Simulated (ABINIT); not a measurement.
# CdAgH3 (Pm-3m): zone-centre phonons

Aim: the zone-centre modes of CdAgH3 (Pm-3m).

Method: DFT PBE, scalar-relativistic, plane waves, PseudoDojo norm-conserving pseudopotentials, in ABINIT 10.8.3.

The structure was built from a prototype and need not be the compound's stable phase.

In doubt: a PseudoDojo file used here is known to give poor structures and forces, so the values of those runs are not to be relied on.

### Step 1. Starting point

The structure is cubic, space group Pm-3m (No. 221). The conventional cell has a = 4.559 Å, b = 4.559 Å, c = 4.559 Å, α = 90.00°, β = 90.00°, γ = 90.00°. Nearest to Ag lie 12 H at 3.22 Å. Nearest to Cd lie 6 H at 2.28 Å. Nearest to H lie 2 Cd at 2.28 Å. Farther neighbours are not listed.

### Step 2. A first look

A first run with smearing and empty bands tells whether the crystal has a gap, which decides between fixed occupations and smearing later on.

probe.abi

```
# ground state
tolvrs 1.0d-08
prtden 1
prtwf 1

# basis, mesh and filling
ecut 47.0
ngkpt 4 4 4
nshiftk 1
shiftk 0.0 0.0 0.0
istwfk *1
occopt 7
tsmear 0.005
nband 30
nstep 100
diemac 9.0
prtebands 0
prtgsr 0
useylm 1

# cell and atoms
acell 8.615261402 8.615261402 8.615261402
rprim 
    1.0 0.0 0.0
    0.0 1.0 0.0
    0.0 0.0 1.0
ntypat 3
znucl 47 48 1
natom 5
typat 1 2 3 3 3
xred 
    0.0 0.0 0.0
    0.5 0.5 0.5
    0.5 0.5 0.0
    0.5 0.0 0.5
    0.0 0.5 0.5
pp_dirpath "./pseudo"
pseudos "Ag.upf, Cd.upf, H.upf"
```

Started as:

```console
> OMP_NUM_THREADS=1 mpirun -n 4 abinit probe.abi > probe.log
```

Numbers of over 12 decimals in the logs are rounded to 6 here.

probe.abo, the main output file:

```text
[banners, grids, parts of the stress and lines that vanish by symmetry left out]
- input  file    -> probe.abi
- output file    -> probe.abo
- root for input  files -> probei
[...]
Symmetries : space group Pm -3 m (#221); Bravais cP (primitive cubic)
[...]
mpw =        9890          nfft =      157464          nkpt =          10
[...]
== DATASET  1 ==================================================================
[...]
cutoff_energies: {ecut:  47.0, pawecutdg:  -1.0, }
[...]
ETOT  1  -329.09269751229    -3.291E+02 1.952E+00 7.299E+03
 ETOT  2  -330.01601597753    -9.233E-01 1.915E-01 1.455E+04
 ETOT  3  -331.75261764664    -1.737E+00 1.082E-02 1.522E+03
 ETOT  4  -331.88385210341    -1.312E-01 4.177E-03 4.478E+02
 ETOT  5  -331.93118659147    -4.733E-02 9.656E-04 4.607E+01
[...]
ETOT 12  -331.93785953844    -2.143E-10 3.248E-05 4.372E-08
 ETOT 13  -331.93785953848    -3.314E-11 4.672E-05 4.233E-09
 At SCF step   13       vres2   =  4.23E-09 < tolvrs=  1.00E-08 =>converged.
[...]
sigma(1 1)=  2.95220806E-04  sigma(3 2)=  0.00000000E+00
  sigma(2 2)=  2.95220806E-04  sigma(3 1)=  0.00000000E+00
  sigma(3 3)=  2.95220806E-04  sigma(2 1)=  0.00000000E+00
[...]
convergence: {deltae: -3.314E-11, res2:  4.233E-09, residm:  4.672E-05, diffor: null, }
etotal    :  -3.31937860E+02
[...]
sigma(1 1)=  2.95220806E-04  sigma(3 2)=  0.00000000E+00
  sigma(2 2)=  2.95220806E-04  sigma(3 1)=  0.00000000E+00
  sigma(3 3)=  2.95220806E-04  sigma(2 1)=  0.00000000E+00
[...]
- sigma(1 1)=  8.68569599E+00  sigma(3 2)=  0.00000000E+00
- sigma(2 2)=  8.68569599E+00  sigma(3 1)=  0.00000000E+00
- sigma(3 3)=  8.68569599E+00  sigma(2 1)=  0.00000000E+00
[...]
fcart     -0.0000000000E+00 -0.0000000000E+00 -0.0000000000E+00
           strten      2.9522080616E-04  2.9522080616E-04  2.9522080616E-04
================================================================================

[key lines of the parts left out:]
pressure_GPa:  -8.6857E+00
```

It took 44 s on 4 MPI ranks of Arm Neoverse V1, shared host; 2.9 min of CPU time.

This step gave:

```yaml
volume_per_atom: 18.95 Å³
pressure: -8.686 GPa
gap_on_the_k_mesh: 0 eV
```

No gap opens on this mesh, so smearing is kept; the printed pressure holds the stress of the finite basis too.

### Step 3. Rough relaxation

The typed start is rough, so a first relaxation with smearing and loose thresholds takes it towards rest cheaply.

prerelax.abi

```
# relaxation
ionmov 2
optcell 2
dilatmx 1.15
chkdilatmx 0
ntime 40
tolmxf 3.0d-04
tolvrs 1.0d-10
prtwf 0
prtden 0
chksymtnons 0

# basis, mesh and filling
ecut 46.0
ecutsm 3.0
ngkpt 4 4 4
nshiftk 1
shiftk 0.0 0.0 0.0
istwfk *1
occopt 7
tsmear 0.005
nband 30
nstep 100
diemac 1000000.0
prtebands 0
prtgsr 0
useylm 1

# cell and atoms
acell 8.615261402 8.615261402 8.615261402
rprim 
    1.0 0.0 0.0
    0.0 1.0 0.0
    0.0 0.0 1.0
ntypat 3
znucl 47 48 1
natom 5
typat 1 2 3 3 3
xred 
    0.0 0.0 0.0
    0.5 0.5 0.5
    0.5 0.5 0.0
    0.5 0.0 0.5
    0.0 0.5 0.5
pp_dirpath "./pseudo"
pseudos "Ag.upf, Cd.upf, H.upf"
```

Started as:

```console
> OMP_NUM_THREADS=1 mpirun -n 4 abinit prerelax.abi > prerelax.log
```

prerelax.abo, the main output file:

```text
[banners, grids, parts of the stress and lines that vanish by symmetry left out]
- input  file    -> prerelax.abi
- output file    -> prerelax.abo
- root for input  files -> prerelaxi
[...]
Symmetries : space group Pm -3 m (#221); Bravais cP (primitive cubic)
[...]
mpw =       14540          nfft =      262144          nkpt =          10
[...]
== DATASET  1 ==================================================================
[...]
cutoff_energies: {ecut:  46.0, pawecutdg:  -1.0, }
[...]
ETOT  1  -328.89150552746    -3.289E+02 1.738E+00 1.282E+04
 ETOT  2  -330.10044795950    -1.209E+00 1.331E-01 2.173E+04
 ETOT  3  -331.75465902652    -1.654E+00 8.609E-03 2.410E+03
 ETOT  4  -331.88217607932    -1.275E-01 2.188E-03 7.428E+02
 ETOT  5  -331.92775150835    -4.558E-02 3.858E-03 1.121E+02
[...]
At SCF step   15       vres2   =  7.29E-12 < tolvrs=  1.00E-10 =>converged.
[...]
ETOT 10  -331.98747660858    -4.036E-11 1.343E-11 1.859E-12
 At SCF step   10       vres2   =  1.86E-12 < tolvrs=  1.00E-10 =>converged.
[...]
sigma(1 1)= -2.63958363E-07  sigma(3 2)=  0.00000000E+00
  sigma(2 2)= -2.63958363E-07  sigma(3 1)=  0.00000000E+00
  sigma(3 3)= -2.63958363E-07  sigma(2 1)=  0.00000000E+00
[...]
convergence: {deltae: -4.036E-11, res2:  1.859E-12, residm:  1.343E-11, diffor: null, }
etotal    :  -3.31987477E+02
[...]
At Broyd/MD step   9, gradients are converged :
[...]
sigma(1 1)= -2.63958363E-07  sigma(3 2)=  0.00000000E+00
  sigma(2 2)= -2.63958363E-07  sigma(3 1)=  0.00000000E+00
  sigma(3 3)= -2.63958363E-07  sigma(2 1)=  0.00000000E+00
[...]
- sigma(1 1)= -7.76592314E-03  sigma(3 2)=  0.00000000E+00
- sigma(2 2)= -7.76592314E-03  sigma(3 1)=  0.00000000E+00
- sigma(3 3)= -7.76592314E-03  sigma(2 1)=  0.00000000E+00
[...]
fcart     -0.0000000000E+00 -0.0000000000E+00 -0.0000000000E+00
           strten     -2.6395836259E-07 -2.6395836259E-07 -2.6395836259E-07
================================================================================

[key lines of the parts left out:]
pressure_GPa:   7.7659E-03
Total energy (etotal) [Ha]= -3.31987476608583E+02
```

Wall time 7.1 min (4 MPI ranks).

Relaxation path:

| step | energy less that of the first step (eV) | largest force (eV/Å) | volume (Å³) |
| --- | --- | --- | --- |
| 1 | 0.0000 | 0.0000 | 94.76 |
| 2 | -0.1294 | 0.0000 | 92.31 |
| 3 | 3.7563 | 0.0000 | 34.31 |
| 4 | -0.7838 | 0.0000 | 79.42 |
| 5 | -1.1174 | 0.0000 | 71.60 |
| 6 | -1.2768 | 0.0000 | 54.86 |
| 7 | -1.3590 | 0.0000 | 61.70 |
| 8 | -1.3648 | 0.0000 | 60.37 |
| 9 | -1.3649 | 0.0000 | 60.16 |

| cell as run | before | after | change |
| --- | --- | --- | --- |
| a (Å) | 4.559 | 3.918 | -14.1 % |
| b (Å) | 4.559 | 3.918 | -14.1 % |
| c (Å) | 4.559 | 3.918 | -14.1 % |
| volume (Å³/atom) | 18.95 | 12.03 | -36.5 % |

The relaxed structure:

```xyz
5
Lattice="3.9183 0.0000 0.0000 0.0000 3.9183 0.0000 0.0000 0.0000 3.9183" Properties=species:S:1:pos:R:3 pbc="T T T"
Ag    0.0000    0.0000    0.0000
Cd    1.9591    1.9591    1.9591
H     1.9591    1.9591    0.0000
H     1.9591    0.0000    1.9591
H     0.0000    1.9591    1.9591
```

This step gave:

```yaml
volume_per_atom: 12.03 Å³
pressure: 0.007766 GPa
```

The volume changes by -36.5 % in this run and stands -36.5 % from the first cell.

### Step 4. Rough relaxation

The cell changed much, so the rough relaxation is repeated on a basis made for the new cell.

Changes to prerelax.abi since step 3:

```diff
@@ -29,3 +29,3 @@
 # cell and atoms
-acell 8.615261402 8.615261402 8.615261402
+acell 7.404458869 7.404458869 7.404458869
 rprim
```

prerelax.abo, the main output file:

```text
[banners, grids, parts of the stress and lines that vanish by symmetry left out]
- input  file    -> prerelax.abi
- output file    -> prerelax.abo
- root for input  files -> prerelaxi
[...]
Symmetries : space group Pm -3 m (#221); Bravais cP (primitive cubic)
[...]
mpw =        9328          nfft =      157464          nkpt =          10
[...]
== DATASET  1 ==================================================================
[...]
cutoff_energies: {ecut:  46.0, pawecutdg:  -1.0, }
[...]
ETOT  1  -330.74096262899    -3.307E+02 2.092E+00 2.431E+03
 ETOT  2  -331.56159203642    -8.206E-01 1.012E-01 3.706E+03
 ETOT  3  -331.95776027878    -3.962E-01 2.281E-02 3.272E+02
 ETOT  4  -331.98077170223    -2.301E-02 5.092E-03 6.622E+01
 ETOT  5  -331.98698767806    -6.216E-03 9.234E-04 5.005E+00
[...]
ETOT 12  -331.98747687853     1.137E-11 1.413E-04 1.140E-10
 ETOT 13  -331.98747687851     1.808E-11 2.502E-05 5.922E-12
 At SCF step   13       vres2   =  5.92E-12 < tolvrs=  1.00E-10 =>converged.
[...]
sigma(1 1)= -2.64318576E-07  sigma(3 2)=  0.00000000E+00
  sigma(2 2)= -2.64318576E-07  sigma(3 1)=  0.00000000E+00
  sigma(3 3)= -2.64318576E-07  sigma(2 1)=  0.00000000E+00
[...]
convergence: {deltae:  1.808E-11, res2:  5.922E-12, residm:  2.502E-05, diffor: null, }
etotal    :  -3.31987477E+02
[...]
At Broyd/MD step   1, gradients are converged :
[...]
sigma(1 1)= -2.64318576E-07  sigma(3 2)=  0.00000000E+00
  sigma(2 2)= -2.64318576E-07  sigma(3 1)=  0.00000000E+00
  sigma(3 3)= -2.64318576E-07  sigma(2 1)=  0.00000000E+00
[...]
- sigma(1 1)= -7.77652100E-03  sigma(3 2)=  0.00000000E+00
- sigma(2 2)= -7.77652100E-03  sigma(3 1)=  0.00000000E+00
- sigma(3 3)= -7.77652100E-03  sigma(2 1)=  0.00000000E+00
[...]
fcart     -0.0000000000E+00 -0.0000000000E+00 -0.0000000000E+00
           strten     -2.6431857623E-07 -2.6431857623E-07 -2.6431857623E-07
================================================================================

[key lines of the parts left out:]
pressure_GPa:   7.7765E-03
Total energy (etotal) [Ha]= -3.31987476878507E+02
```

Run time: 39 s. Hardware: 4 MPI ranks.

Little changed from the start: no atom moved by 0.005 Å and no cell edge by 0.1 %.

This step gave:

| Property | Result |
| --- | --- |
| pressure | 0.007777 GPa |

The volume changes by +0.0 % in this run and stands -36.5 % from the first cell.

### Step 5. Relaxation

The harmonic expansion needs vanishing forces, and a free crystal bears no stress, so cell and atoms are brought to rest. Stress is more sensitive to the basis than forces are: the last 3 Ha under the cutoff are smoothed with ecutsm, and the cutoff is raised above that of the later runs.

relax.abi, as its differences from prerelax.abi of step 4:

```diff
@@ -3,7 +3,6 @@
 optcell 2
-dilatmx 1.15
-chkdilatmx 0
+dilatmx 1.08
 ntime 40
-tolmxf 3.0d-04
-tolvrs 1.0d-10
+tolmxf 1.0d-05
+tolvrs 1.0d-14
 prtwf 0
@@ -13,5 +12,5 @@
 # basis, mesh and filling
-ecut 46.0
+ecut 57.0
 ecutsm 3.0
-ngkpt 4 4 4
+ngkpt 6 6 6
 nshiftk 1
@@ -19,4 +18,4 @@
 istwfk *1
-occopt 7
-tsmear 0.005
+occopt 3
+tsmear 0.01
 nband 30
```

Started as:

```console
> OMP_NUM_THREADS=1 mpirun -n 4 abinit relax.abi > relax.log
```

relax.abo, the main output file:

```text
[banners, grids, parts of the stress and lines that vanish by symmetry left out]
- input  file    -> relax.abi
- output file    -> relax.abo
- root for input  files -> relaxi
[...]
Symmetries : space group Pm -3 m (#221); Bravais cP (primitive cubic)
[...]
mpw =       10568          nfft =      216000          nkpt =          20
[...]
== DATASET  1 ==================================================================
[...]
cutoff_energies: {ecut:  57.0, pawecutdg:  -1.0, }
[...]
ETOT  1  -330.77002343493    -3.308E+02 1.821E+00 2.770E+03
 ETOT  2  -331.62474303550    -8.547E-01 7.982E-02 4.088E+03
 ETOT  3  -331.97083782645    -3.461E-01 6.190E-03 2.433E+02
 ETOT  4  -331.98656396888    -1.573E-02 2.009E-03 2.950E+01
 ETOT  5  -331.98904462982    -2.481E-03 8.286E-04 1.422E-01
[...]
At SCF step   14       vres2   =  1.54E-15 < tolvrs=  1.00E-14 =>converged.
[...]
sigma(1 1)= -2.67937069E-05  sigma(3 2)=  0.00000000E+00
  sigma(2 2)= -2.67937069E-05  sigma(3 1)=  0.00000000E+00
  sigma(3 3)= -2.67937069E-05  sigma(2 1)=  0.00000000E+00
[...]
convergence: {deltae:  5.969E-12, res2:  1.540E-15, residm:  1.184E-04, diffor: null, }
etotal    :  -3.31989054E+02
[...]
ETOT  1  -331.98816048052    -3.320E+02 1.859E-04 1.094E+01
[...]
At SCF step   12       vres2   =  3.75E-16 < tolvrs=  1.00E-14 =>converged.
[...]
sigma(1 1)= -2.24491860E-05  sigma(3 2)=  0.00000000E+00
  sigma(2 2)= -2.24491860E-05  sigma(3 1)=  0.00000000E+00
  sigma(3 3)= -2.24491860E-05  sigma(2 1)=  0.00000000E+00
[...]
convergence: {deltae:  2.893E-11, res2:  3.752E-16, residm:  3.696E-05, diffor: null, }
etotal    :  -3.31989078E+02
[...]
ETOT  1  -331.96137852886    -3.320E+02 9.086E-05 3.200E+02
[...]
At SCF step   13       vres2   =  1.51E-15 < tolvrs=  1.00E-14 =>converged.
[...]
sigma(1 1)= -4.68111336E-07  sigma(3 2)=  0.00000000E+00
  sigma(2 2)= -4.68111335E-07  sigma(3 1)=  0.00000000E+00
  sigma(3 3)= -4.68111336E-07  sigma(2 1)=  0.00000000E+00
[...]
convergence: {deltae: -6.844E-11, res2:  1.509E-15, residm:  1.776E-06, diffor: null, }
etotal    :  -3.31989137E+02
[...]
ETOT  1  -331.98912521873    -3.320E+02 7.017E-06 1.376E-01
[...]
ETOT  9  -331.98913675936     2.996E-11 5.148E-07 5.743E-13
 ETOT 10  -331.98913675936    -6.821E-13 2.284E-07 7.334E-15
 At SCF step   10       vres2   =  7.33E-15 < tolvrs=  1.00E-14 =>converged.
[...]
sigma(1 1)= -8.53994890E-09  sigma(3 2)=  0.00000000E+00
  sigma(2 2)= -8.53994889E-09  sigma(3 1)=  0.00000000E+00
  sigma(3 3)= -8.53994894E-09  sigma(2 1)=  0.00000000E+00
[...]
convergence: {deltae: -6.821E-13, res2:  7.334E-15, residm:  2.284E-07, diffor: null, }
etotal    :  -3.31989137E+02
[...]
At Broyd/MD step   4, gradients are converged :
[...]
sigma(1 1)= -8.53994890E-09  sigma(3 2)=  0.00000000E+00
  sigma(2 2)= -8.53994889E-09  sigma(3 1)=  0.00000000E+00
  sigma(3 3)= -8.53994894E-09  sigma(2 1)=  0.00000000E+00
[...]
- sigma(1 1)= -2.51253971E-04  sigma(3 2)=  0.00000000E+00
- sigma(2 2)= -2.51253971E-04  sigma(3 1)=  0.00000000E+00
- sigma(3 3)= -2.51253972E-04  sigma(2 1)=  0.00000000E+00
[...]
fcart     -0.0000000000E+00 -0.0000000000E+00 -0.0000000000E+00
           strten     -8.5399489026E-09 -8.5399488921E-09 -8.5399489442E-09
================================================================================

[key lines of the parts left out:]
pressure_GPa:   2.5125E-04
Total energy (etotal) [Ha]= -3.31989136759357E+02
```

Wall time 4.6 min (4 MPI ranks).

Step by step:

| step | energy less that of the first step (eV) | largest force (eV/Å) | volume (Å³) |
| --- | --- | --- | --- |
| 1 | 0.0000 | 0.0000 | 60.16 |
| 2 | -0.0007 | 0.0000 | 60.30 |
| 3 | -0.0022 | 0.0000 | 61.07 |
| 4 | -0.0023 | 0.0000 | 61.08 |

| conventional cell, symmetrised | before | after | change |
| --- | --- | --- | --- |
| a (Å) | 3.918 | 3.938 | +0.5 % |
| b (Å) | 3.918 | 3.938 | +0.5 % |
| c (Å) | 3.918 | 3.938 | +0.5 % |
| volume (Å³/atom) | 12.03 | 12.22 | +1.5 % |

Read from the output:

```yaml
volume_per_atom: 12.22 Å³
pressure: 2.51e-4 GPa
```

The volume changes by +1.5 % in this run and stands -35.5 % from the first cell.

### Step 6. Ground state

First-order wavefunctions inherit every error of the ground state, hence the very tight tolvrs. Smearing stays on, as the first look found no gap above 0.3 eV.

gs.abi

```
# ground state
tolvrs 1.0d-16
prtden 1
prtwf 1

# basis, mesh and filling
ecut 47.0
ngkpt 6 6 6
nshiftk 1
shiftk 0.0 0.0 0.0
istwfk *1
occopt 3
tsmear 0.01
nband 30
nstep 100
diemac 1000000.0
prtebands 0
prtgsr 0
useylm 1

# cell and atoms
acell 7.442301934 7.442301934 7.442301934
rprim 
    1.0 0.0 0.0
    0.0 1.0 0.0
    0.0 0.0 1.0
ntypat 3
znucl 47 48 1
natom 5
typat 1 2 3 3 3
xred 
    0.0 0.0 0.0
    0.5 0.5 0.5
    0.5 0.5 0.0
    0.5 0.0 0.5
    0.0 0.5 0.5
pp_dirpath "./pseudo"
pseudos "Ag.upf, Cd.upf, H.upf"
```

Started as:

```console
> OMP_NUM_THREADS=1 mpirun -n 4 abinit gs.abi > gs.log
```

gs.abo, the main output file:

```text
[banners, grids, parts of the stress and lines that vanish by symmetry left out]
- input  file    -> gs.abi
- output file    -> gs.abo
- root for input  files -> gsi
[...]
Symmetries : space group Pm -3 m (#221); Bravais cP (primitive cubic)
[...]
mpw =        6382          nfft =      110592          nkpt =          20
[...]
== DATASET  1 ==================================================================
[...]
cutoff_energies: {ecut:  47.0, pawecutdg:  -1.0, }
[...]
ETOT  1  -330.81461324753    -3.308E+02 1.994E+00 1.491E+03
 ETOT  2  -331.62405170070    -8.094E-01 8.041E-02 2.183E+03
 ETOT  3  -331.96993317066    -3.459E-01 1.473E-02 1.380E+02
 ETOT  4  -331.98599462255    -1.606E-02 2.050E-03 1.868E+01
 ETOT  5  -331.98886819910    -2.874E-03 3.168E-03 1.858E-01
[...]
ETOT 14  -331.98889010201     1.188E-11 8.765E-05 2.171E-15
 ETOT 15  -331.98889010199     2.035E-11 6.944E-05 1.310E-17
 At SCF step   15       vres2   =  1.31E-17 < tolvrs=  1.00E-16 =>converged.
[...]
sigma(1 1)=  9.71416630E-06  sigma(3 2)=  0.00000000E+00
  sigma(2 2)=  9.71416630E-06  sigma(3 1)=  0.00000000E+00
  sigma(3 3)=  9.71416630E-06  sigma(2 1)=  0.00000000E+00
[...]
convergence: {deltae:  2.035E-11, res2:  1.310E-17, residm:  6.944E-05, diffor: null, }
etotal    :  -3.31988890E+02
[...]
sigma(1 1)=  9.71416630E-06  sigma(3 2)=  0.00000000E+00
  sigma(2 2)=  9.71416630E-06  sigma(3 1)=  0.00000000E+00
  sigma(3 3)=  9.71416630E-06  sigma(2 1)=  0.00000000E+00
[...]
- sigma(1 1)=  2.85800640E-01  sigma(3 2)=  0.00000000E+00
- sigma(2 2)=  2.85800640E-01  sigma(3 1)=  0.00000000E+00
- sigma(3 3)=  2.85800640E-01  sigma(2 1)=  0.00000000E+00
[...]
fcart     -0.0000000000E+00 -0.0000000000E+00 -0.0000000000E+00
           strten      9.7141662978E-06  9.7141662978E-06  9.7141662978E-06
================================================================================

[key lines of the parts left out:]
pressure_GPa:  -2.8580E-01
```

Wall time 45 s (4 MPI ranks).

Read from the output:

```yaml
pressure: -0.2858 GPa
```

The cell stands at -0.29 GPa: the relaxation ran with a smoothed and higher cutoff, and the difference is a stress of the finite basis.

(Continued in part 2 of 4.)

[Host names and launcher messages were left out of these logs when they were recorded.]

[Logs are printed without paths, hosts, clocks, repeated set-up lines and the standing remarks that a program may print on its own settings, such as how far it seeks lower states.]

[Hosts, paths, dates, database ids (printed as entryN), source tags and the programs' standing remarks are cut or masked in the printed files.]
